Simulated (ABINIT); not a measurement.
**MgSnS3 (Pm-3m): zone-centre phonons**

Which modes does MgSnS3 (Pm-3m) have at the zone centre?

Main program and level: ABINIT 10.8.3; DFT LDA, scalar-relativistic, plane waves, HGH norm-conserving pseudopotentials.

The structure was built from a prototype and need not be the compound's stable phase.

## Step 1: Set-up

It takes space group Pm-3m (No. 221, cubic). Conventional cell: a = 4.959 Å, b = 4.959 Å, c = 4.959 Å, α = 90.00°, β = 90.00°, γ = 90.00°. Nearest to Mg lie 12 S at 3.51 Å. Nearest to Sn lie 6 S at 2.48 Å. Nearest to S lie 2 Sn at 2.48 Å. Farther neighbours and most contacts between anions are not listed.

As a file:

```cif
data_structure
_symmetry_space_group_name_H-M 'P 1'
_symmetry_Int_Tables_number 1
_cell_length_a 4.9588
_cell_length_b 4.9588
_cell_length_c 4.9588
_cell_angle_alpha 90.000
_cell_angle_beta 90.000
_cell_angle_gamma 90.000
_cell_volume 121.94
loop_
_atom_site_label
_atom_site_type_symbol
_atom_site_fract_x
_atom_site_fract_y
_atom_site_fract_z
_atom_site_occupancy
Mg1 Mg 0.00000 0.00000 0.00000 1
Sn2 Sn 0.50000 0.50000 0.50000 1
S3 S 0.50000 0.50000 0.00000 1
S4 S 0.50000 0.00000 0.50000 1
S5 S 0.00000 0.50000 0.50000 1
```

## Step 2: A probe with smearing

A first run with smearing and empty bands tells whether the crystal has a gap, which decides between fixed occupations and smearing later on.

File probe.abi:

```
# ground state
tolvrs 1.0d-08
prtden 1
prtwf 1

# basis, mesh and filling
ecut 38.0
ecutsm 3.0
ixc 7
ngkpt 4 4 4
nshiftk 1
shiftk 0.0 0.0 0.0
istwfk *1
occopt 7
tsmear 0.005
nband 19
nstep 100
diemac 9.0
prtebands 0
prtgsr 0
useylm 1

# cell and atoms
acell 9.370773907 9.370773907 9.370773907
rprim 
    1.0 0.0 0.0
    0.0 1.0 0.0
    0.0 0.0 1.0
ntypat 3
znucl 12 50 16
natom 5
typat 1 2 3 3 3
xred 
    0.0 0.0 0.0
    0.5 0.5 0.5
    0.5 0.5 0.0
    0.5 0.0 0.5
    0.0 0.5 0.5
pp_dirpath "./pseudo"
pseudos "Mg.hgh, Sn.hgh, S.hgh"
```

Launch:

```bash
> OMP_NUM_THREADS=1 mpirun -n 4 abinit probe.abi > probe.log
```

Numbers of over 12 decimals in the logs are rounded to 6 here.

probe.abo, the main output file:

```text
[banners, grids, parts of the stress and lines that vanish by symmetry left out]
- input  file    -> probe.abi
- output file    -> probe.abo
- root for input  files -> probei
[...]
Symmetries : space group Pm -3 m (#221); Bravais cP (primitive cubic)
[...]
mpw =        9328          nfft =      157464          nkpt =          10
[...]
== DATASET  1 ==================================================================
[...]
cutoff_energies: {ecut:  38.0, pawecutdg:  -1.0, }
[...]
Exchange-correlation functional for the present dataset will be:
  LDA: Perdew-Wang 92 LSD fit to Ceperley-Alder data - ixc=7
[...]
ETOT  1  -34.881700409776    -3.488E+01 3.268E-02 1.574E+03
 ETOT  2  -35.118100448717    -2.364E-01 1.089E-02 3.672E+02
 ETOT  3  -35.187265567450    -6.917E-02 1.191E-03 1.837E+01
 ETOT  4  -35.188618235152    -1.353E-03 3.151E-04 2.245E+00
 ETOT  5  -35.188815959617    -1.977E-04 8.808E-05 7.115E-02
 ETOT  6  -35.188822218311    -6.259E-06 1.123E-04 3.985E-04
 ETOT  7  -35.188822239670    -2.136E-08 7.547E-05 1.052E-05
 ETOT  8  -35.188822240966    -1.296E-09 8.204E-05 8.054E-08
 ETOT  9  -35.188822240975    -8.640E-12 5.375E-05 4.896E-09
 At SCF step    9       vres2   =  4.90E-09 < tolvrs=  1.00E-08 =>converged.
[...]
sigma(1 1)=  9.67160779E-05  sigma(3 2)=  0.00000000E+00
  sigma(2 2)=  9.67160779E-05  sigma(3 1)=  0.00000000E+00
  sigma(3 3)=  9.67160779E-05  sigma(2 1)=  0.00000000E+00
[...]
convergence: {deltae: -8.640E-12, res2:  4.896E-09, residm:  5.375E-05, diffor: null, }
etotal    :  -3.51888222E+01
[...]
sigma(1 1)=  9.67160779E-05  sigma(3 2)=  0.00000000E+00
  sigma(2 2)=  9.67160779E-05  sigma(3 1)=  0.00000000E+00
  sigma(3 3)=  9.67160779E-05  sigma(2 1)=  0.00000000E+00
[...]
- sigma(1 1)=  2.84548525E+00  sigma(3 2)=  0.00000000E+00
- sigma(2 2)=  2.84548525E+00  sigma(3 1)=  0.00000000E+00
- sigma(3 3)=  2.84548525E+00  sigma(2 1)=  0.00000000E+00
[...]
fcart     -0.0000000000E+00 -0.0000000000E+00 -0.0000000000E+00
           strten      9.6716077923E-05  9.6716077923E-05  9.6716077923E-05
================================================================================

[key lines of the parts left out:]
pressure_GPa:  -2.8455E+00
```

Run time: 16 s. Hardware: 4 MPI ranks of Arm Neoverse V1, shared host; 62 s of CPU time.

This step gave:

```yaml
volume_per_atom: 24.39 Å³
pressure: -2.845 GPa
gap_on_the_k_mesh: 0 eV
```

No gap opens on this mesh, so smearing is kept.

## Step 3: Rough relaxation

The typed start is rough, so a first relaxation with smearing and loose thresholds takes it towards rest cheaply.

File prerelax.abi:

```
# relaxation
ionmov 2
optcell 2
dilatmx 1.15
chkdilatmx 0
ntime 40
tolmxf 3.0d-04
tolvrs 1.0d-10
prtwf 0
prtden 0
chksymtnons 0

# basis, mesh and filling
ecut 30.4
ecutsm 3.0
ixc 7
ngkpt 4 4 4
nshiftk 1
shiftk 0.0 0.0 0.0
istwfk *1
occopt 7
tsmear 0.005
nband 19
nstep 100
diemac 1000000.0
prtebands 0
prtgsr 0
useylm 1

# cell and atoms
acell 9.370773907 9.370773907 9.370773907
rprim 
    1.0 0.0 0.0
    0.0 1.0 0.0
    0.0 0.0 1.0
ntypat 3
znucl 12 50 16
natom 5
typat 1 2 3 3 3
xred 
    0.0 0.0 0.0
    0.5 0.5 0.5
    0.5 0.5 0.0
    0.5 0.0 0.5
    0.0 0.5 0.5
pp_dirpath "./pseudo"
pseudos "Mg.hgh, Sn.hgh, S.hgh"
```

Launch:

```bash
> OMP_NUM_THREADS=1 mpirun -n 4 abinit prerelax.abi > prerelax.log
```

prerelax.abo, the main output file:

```text
[banners, grids, parts of the stress and lines that vanish by symmetry left out]
- input  file    -> prerelax.abi
- output file    -> prerelax.abo
- root for input  files -> prerelaxi
[...]
Symmetries : space group Pm -3 m (#221); Bravais cP (primitive cubic)
[...]
mpw =       10068          nfft =      157464          nkpt =          10
[...]
== DATASET  1 ==================================================================
[...]
cutoff_energies: {ecut:  30.4, pawecutdg:  -1.0, }
[...]
Exchange-correlation functional for the present dataset will be:
  LDA: Perdew-Wang 92 LSD fit to Ceperley-Alder data - ixc=7
[...]
ETOT  1  -34.891501202279    -3.489E+01 2.309E-02 1.577E+03
 ETOT  2  -35.139624946487    -2.481E-01 2.411E-03 2.635E+02
 ETOT  3  -35.185370608260    -4.575E-02 6.688E-04 2.557E+01
 ETOT  4  -35.187264965640    -1.894E-03 1.723E-04 8.021E-01
[...]
ETOT  8  -35.189391110130     2.629E-13 2.675E-05 1.280E-11
 At SCF step    8       vres2   =  1.28E-11 < tolvrs=  1.00E-10 =>converged.
[...]
sigma(1 1)=  5.44466245E-07  sigma(3 2)=  0.00000000E+00
  sigma(2 2)=  5.44466245E-07  sigma(3 1)=  0.00000000E+00
  sigma(3 3)=  5.44466245E-07  sigma(2 1)=  0.00000000E+00
[...]
convergence: {deltae:  2.629E-13, res2:  1.280E-11, residm:  2.675E-05, diffor: null, }
etotal    :  -3.51893911E+01
[...]
At Broyd/MD step   4, gradients are converged :
[...]
sigma(1 1)=  5.44466245E-07  sigma(3 2)=  0.00000000E+00
  sigma(2 2)=  5.44466245E-07  sigma(3 1)=  0.00000000E+00
  sigma(3 3)=  5.44466245E-07  sigma(2 1)=  0.00000000E+00
[...]
- sigma(1 1)=  1.60187500E-02  sigma(3 2)=  0.00000000E+00
- sigma(2 2)=  1.60187500E-02  sigma(3 1)=  0.00000000E+00
- sigma(3 3)=  1.60187500E-02  sigma(2 1)=  0.00000000E+00
[...]
fcart     -0.0000000000E+00 -0.0000000000E+00 -0.0000000000E+00
           strten      5.4446624490E-07  5.4446624490E-07  5.4446624490E-07
================================================================================

[key lines of the parts left out:]
pressure_GPa:  -1.6019E-02
Total energy (etotal) [Ha]= -3.51893911101301E+01
```

The job ended after 64 s (4 MPI ranks; 4.3 min of CPU time).

Relaxation path:

```tsv
step	energy less that of the first step (eV)	largest force (eV/Å)	volume (Å³)
1	0.0000	0.0000	121.94
2	-0.0172	0.0000	120.88
3	-0.0548	0.0000	115.58
4	-0.0551	0.0000	116.04
```

```tsv
conventional cell, symmetrised	before	after	change
a (Å)	4.959	4.878	-1.6 %
b (Å)	4.959	4.878	-1.6 %
c (Å)	4.959	4.878	-1.6 %
volume (Å³/atom)	24.39	23.21	-4.8 %
```

Final coordinates:

```cif
data_structure
_symmetry_space_group_name_H-M 'P 1'
_symmetry_Int_Tables_number 1
_cell_length_a 4.8776
_cell_length_b 4.8776
_cell_length_c 4.8776
_cell_angle_alpha 90.000
_cell_angle_beta 90.000
_cell_angle_gamma 90.000
_cell_volume 116.04
loop_
_atom_site_label
_atom_site_type_symbol
_atom_site_fract_x
_atom_site_fract_y
_atom_site_fract_z
_atom_site_occupancy
Mg1 Mg 0.00000 0.00000 0.00000 1
Sn2 Sn 0.50000 0.50000 0.50000 1
S3 S 0.50000 0.50000 0.00000 1
S4 S 0.50000 0.00000 0.50000 1
S5 S 0.00000 0.50000 0.50000 1
```

Numbers from this step:

```
volume per atom : 23.21 Å³
pressure        : -0.01602 GPa
```

The volume changes by -4.8 % in this run and stands -4.8 % from the first cell.

## Step 4: Relaxation

The harmonic expansion needs vanishing forces, and a free crystal bears no stress, so cell and atoms are brought to rest. Stress is more sensitive to the basis than forces are: the last 3 Ha under the cutoff are smoothed with ecutsm.

File relax.abi:

```
# relaxation
ionmov 2
optcell 2
dilatmx 1.08
ntime 40
tolmxf 1.0d-05
tolvrs 1.0d-14
prtwf 0
prtden 0
chksymtnons 0

# basis, mesh and filling
ecut 38.0
ecutsm 3.0
ixc 7
ngkpt 6 6 6
nshiftk 1
shiftk 0.0 0.0 0.0
istwfk *1
occopt 3
tsmear 0.01
nband 19
nstep 100
diemac 1000000.0
prtebands 0
prtgsr 0
useylm 1

# cell and atoms
acell 9.217309196 9.217309196 9.217309196
rprim 
    1.0 0.0 0.0
    0.0 1.0 0.0
    0.0 0.0 1.0
ntypat 3
znucl 12 50 16
natom 5
typat 1 2 3 3 3
xred 
    0.0 0.0 0.0
    0.5 0.5 0.5
    0.5 0.5 0.0
    0.5 0.0 0.5
    0.0 0.5 0.5
pp_dirpath "./pseudo"
pseudos "Mg.hgh, Sn.hgh, S.hgh"
```

Launch:

```bash
> OMP_NUM_THREADS=1 mpirun -n 4 abinit relax.abi > relax.log
```

relax.abo, the main output file:

```text
[banners, grids, parts of the stress and lines that vanish by symmetry left out]
- input  file    -> relax.abi
- output file    -> relax.abo
- root for input  files -> relaxi
[...]
Symmetries : space group Pm -3 m (#221); Bravais cP (primitive cubic)
[...]
mpw =       11152          nfft =      216000          nkpt =          20
[...]
== DATASET  1 ==================================================================
[...]
cutoff_energies: {ecut:  38.0, pawecutdg:  -1.0, }
[...]
Exchange-correlation functional for the present dataset will be:
  LDA: Perdew-Wang 92 LSD fit to Ceperley-Alder data - ixc=7
[...]
ETOT  1  -34.918912220735    -3.492E+01 3.525E-02 2.096E+03
 ETOT  2  -35.165340102429    -2.464E-01 9.062E-03 2.541E+02
 ETOT  3  -35.198890434606    -3.355E-02 1.488E-03 2.844E+01
 ETOT  4  -35.200587171138    -1.697E-03 1.695E-03 1.277E+00
 ETOT  5  -35.200714118434    -1.269E-04 1.349E-04 1.162E-01
[...]
At SCF step   12       vres2   =  2.92E-15 < tolvrs=  1.00E-14 =>converged.
[...]
sigma(1 1)= -1.68555512E-05  sigma(3 2)=  0.00000000E+00
  sigma(2 2)= -1.68555512E-05  sigma(3 1)=  0.00000000E+00
  sigma(3 3)= -1.68555512E-05  sigma(2 1)=  0.00000000E+00
[...]
convergence: {deltae:  2.849E-12, res2:  2.920E-15, residm:  1.778E-06, diffor: null, }
etotal    :  -3.52007221E+01
[...]
ETOT  1  -35.200708814068    -3.520E+01 1.492E-06 4.318E-01
[...]
At SCF step   10       vres2   =  2.70E-16 < tolvrs=  1.00E-14 =>converged.
[...]
sigma(1 1)= -1.36246878E-05  sigma(3 2)=  0.00000000E+00
  sigma(2 2)= -1.36246878E-05  sigma(3 1)=  0.00000000E+00
  sigma(3 3)= -1.36246878E-05  sigma(2 1)=  0.00000000E+00
[...]
convergence: {deltae: -3.979E-13, res2:  2.703E-16, residm:  1.294E-07, diffor: null, }
etotal    :  -3.52007402E+01
[...]
ETOT  1  -35.200182711537    -3.520E+01 1.921E-06 8.078E+00
[...]
At SCF step   10       vres2   =  3.90E-15 < tolvrs=  1.00E-14 =>converged.
[...]
sigma(1 1)= -1.60969085E-07  sigma(3 2)=  0.00000000E+00
  sigma(2 2)= -1.60969085E-07  sigma(3 1)=  0.00000000E+00
  sigma(3 3)= -1.60969085E-07  sigma(2 1)=  0.00000000E+00
[...]
convergence: {deltae: -3.446E-12, res2:  3.905E-15, residm:  1.010E-09, diffor: null, }
etotal    :  -3.52007749E+01
[...]
ETOT  1  -35.200774832821    -3.520E+01 8.493E-10 1.125E-03
[...]
ETOT  8  -35.200774915015    -2.018E-12 5.872E-12 1.169E-14
 ETOT  9  -35.200774915016    -1.592E-12 4.108E-12 2.220E-16
 At SCF step    9       vres2   =  2.22E-16 < tolvrs=  1.00E-14 =>converged.
[...]
sigma(1 1)= -1.57700560E-09  sigma(3 2)=  0.00000000E+00
  sigma(2 2)= -1.57700561E-09  sigma(3 1)=  0.00000000E+00
  sigma(3 3)= -1.57700561E-09  sigma(2 1)=  0.00000000E+00
[...]
convergence: {deltae: -1.592E-12, res2:  2.220E-16, residm:  4.108E-12, diffor: null, }
etotal    :  -3.52007749E+01
[...]
At Broyd/MD step   4, gradients are converged :
[...]
sigma(1 1)= -1.57700560E-09  sigma(3 2)=  0.00000000E+00
  sigma(2 2)= -1.57700561E-09  sigma(3 1)=  0.00000000E+00
  sigma(3 3)= -1.57700561E-09  sigma(2 1)=  0.00000000E+00
[...]
- sigma(1 1)= -4.63971068E-05  sigma(3 2)=  0.00000000E+00
- sigma(2 2)= -4.63971068E-05  sigma(3 1)=  0.00000000E+00
- sigma(3 3)= -4.63971068E-05  sigma(2 1)=  0.00000000E+00
[...]
fcart     -0.0000000000E+00 -0.0000000000E+00 -0.0000000000E+00
           strten     -1.5770056050E-09 -1.5770056056E-09 -1.5770056054E-09
================================================================================

[key lines of the parts left out:]
pressure_GPa:   4.6397E-05
Total energy (etotal) [Ha]= -3.52007749150161E+01
```

Wall time 2.3 min (4 MPI ranks).

The steps of the relaxation:

```tsv
step	energy less that of the first step (eV)	largest force (eV/Å)	volume (Å³)
1	0.0000	0.0000	116.04
2	-0.0005	0.0000	116.22
3	-0.0014	0.0000	116.97
4	-0.0014	0.0000	116.98
```

```tsv
conventional cell, symmetrised	before	after	change
a (Å)	4.878	4.891	+0.3 %
b (Å)	4.878	4.891	+0.3 %
c (Å)	4.878	4.891	+0.3 %
volume (Å³/atom)	23.21	23.40	+0.8 %
```

The relaxed structure:

```cif
data_structure
_symmetry_space_group_name_H-M 'P 1'
_symmetry_Int_Tables_number 1
_cell_length_a 4.8907
_cell_length_b 4.8907
_cell_length_c 4.8907
_cell_angle_alpha 90.000
_cell_angle_beta 90.000
_cell_angle_gamma 90.000
_cell_volume 116.98
loop_
_atom_site_label
_atom_site_type_symbol
_atom_site_fract_x
_atom_site_fract_y
_atom_site_fract_z
_atom_site_occupancy
Mg1 Mg 0.00000 0.00000 0.00000 1
Sn2 Sn 0.50000 0.50000 0.50000 1
S3 S 0.50000 0.50000 0.00000 1
S4 S 0.50000 0.00000 0.50000 1
S5 S 0.00000 0.50000 0.50000 1
```

This step gave:

| Quantity | Value |
| --- | --- |
| volume per atom | 23.40 Å³ |
| pressure | 4.64e-5 GPa |

The volume changes by +0.8 % in this run and stands -4.1 % from the first cell.

## Step 5: Ground state

The response is built on these wavefunctions, so the potential is converged far more tightly than an energy would need. ecutsm is kept as in the relaxation, so that the cell stays at rest. Smearing stays on, as the first look found no gap above 0.3 eV.

File gs.abi:

```
# ground state
tolvrs 1.0d-16
prtden 1
prtwf 1

# basis, mesh and filling
ecut 38.0
ecutsm 3.0
ixc 7
ngkpt 6 6 6
nshiftk 1
shiftk 0.0 0.0 0.0
istwfk *1
occopt 3
tsmear 0.01
nband 19
nstep 100
diemac 1000000.0
prtebands 0
prtgsr 0
useylm 1

# cell and atoms
acell 9.24202028 9.24202028 9.24202028
rprim 
    1.0 0.0 0.0
    0.0 1.0 0.0
    0.0 0.0 1.0
ntypat 3
znucl 12 50 16
natom 5
typat 1 2 3 3 3
xred 
    0.0 0.0 0.0
    0.5 0.5 0.5
    0.5 0.5 0.0
    0.5 0.0 0.5
    0.0 0.5 0.5
pp_dirpath "./pseudo"
pseudos "Mg.hgh, Sn.hgh, S.hgh"
```

Launch:

```bash
> OMP_NUM_THREADS=1 mpirun -n 4 abinit gs.abi > gs.log
```

gs.abo, the main output file:

```text
[banners, grids, parts of the stress and lines that vanish by symmetry left out]
- input  file    -> gs.abi
- output file    -> gs.abo
- root for input  files -> gsi
[...]
Symmetries : space group Pm -3 m (#221); Bravais cP (primitive cubic)
[...]
mpw =        8858          nfft =      157464          nkpt =          20
[...]
== DATASET  1 ==================================================================
[...]
cutoff_energies: {ecut:  38.0, pawecutdg:  -1.0, }
[...]
Exchange-correlation functional for the present dataset will be:
  LDA: Perdew-Wang 92 LSD fit to Ceperley-Alder data - ixc=7
[...]
ETOT  1  -34.919047625207    -3.492E+01 3.199E-02 1.518E+03
 ETOT  2  -35.165431536073    -2.464E-01 4.844E-03 1.856E+02
 ETOT  3  -35.198865991115    -3.343E-02 1.929E-03 2.142E+01
 ETOT  4  -35.200625726144    -1.760E-03 2.181E-03 1.031E+00
 ETOT  5  -35.200766700594    -1.410E-04 1.463E-03 8.684E-02
[...]
ETOT 13  -35.200774946906    -5.755E-13 1.189E-05 1.487E-16
 ETOT 14  -35.200774946906    -5.471E-13 3.212E-06 1.189E-17
 At SCF step   14       vres2   =  1.19E-17 < tolvrs=  1.00E-16 =>converged.
[...]
sigma(1 1)= -1.65086947E-09  sigma(3 2)=  0.00000000E+00
  sigma(2 2)= -1.65086947E-09  sigma(3 1)=  0.00000000E+00
  sigma(3 3)= -1.65086947E-09  sigma(2 1)=  0.00000000E+00
[...]
convergence: {deltae: -5.471E-13, res2:  1.189E-17, residm:  3.212E-06, diffor: null, }
etotal    :  -3.52007749E+01
[...]
sigma(1 1)= -1.65086947E-09  sigma(3 2)=  0.00000000E+00
  sigma(2 2)= -1.65086947E-09  sigma(3 1)=  0.00000000E+00
  sigma(3 3)= -1.65086947E-09  sigma(2 1)=  0.00000000E+00
[...]
- sigma(1 1)= -4.85702566E-05  sigma(3 2)=  0.00000000E+00
- sigma(2 2)= -4.85702566E-05  sigma(3 1)=  0.00000000E+00
- sigma(3 3)= -4.85702566E-05  sigma(2 1)=  0.00000000E+00
[...]
fcart     -0.0000000000E+00 -0.0000000000E+00 -0.0000000000E+00
           strten     -1.6508694667E-09 -1.6508694667E-09 -1.6508694667E-09
================================================================================

[key lines of the parts left out:]
pressure_GPa:   4.8570E-05
```

Wall time 36 s (4 MPI ranks).

This step gave:

* pressure: 4.86e-5 GPa

The cell stands at 4.9e-5 GPa, close enough for phonons.

(Part 1 of 4 ends here.)

[Host names and launcher messages were left out of these logs when they were recorded.]

[Logs are printed without paths, hosts, clocks, repeated set-up lines and the standing remarks that a program may print on its own settings, such as how far it seeks lower states.]

[Hosts, paths, dates, database ids (printed as entryN), source tags and the programs' standing remarks are cut or masked in the printed files.]
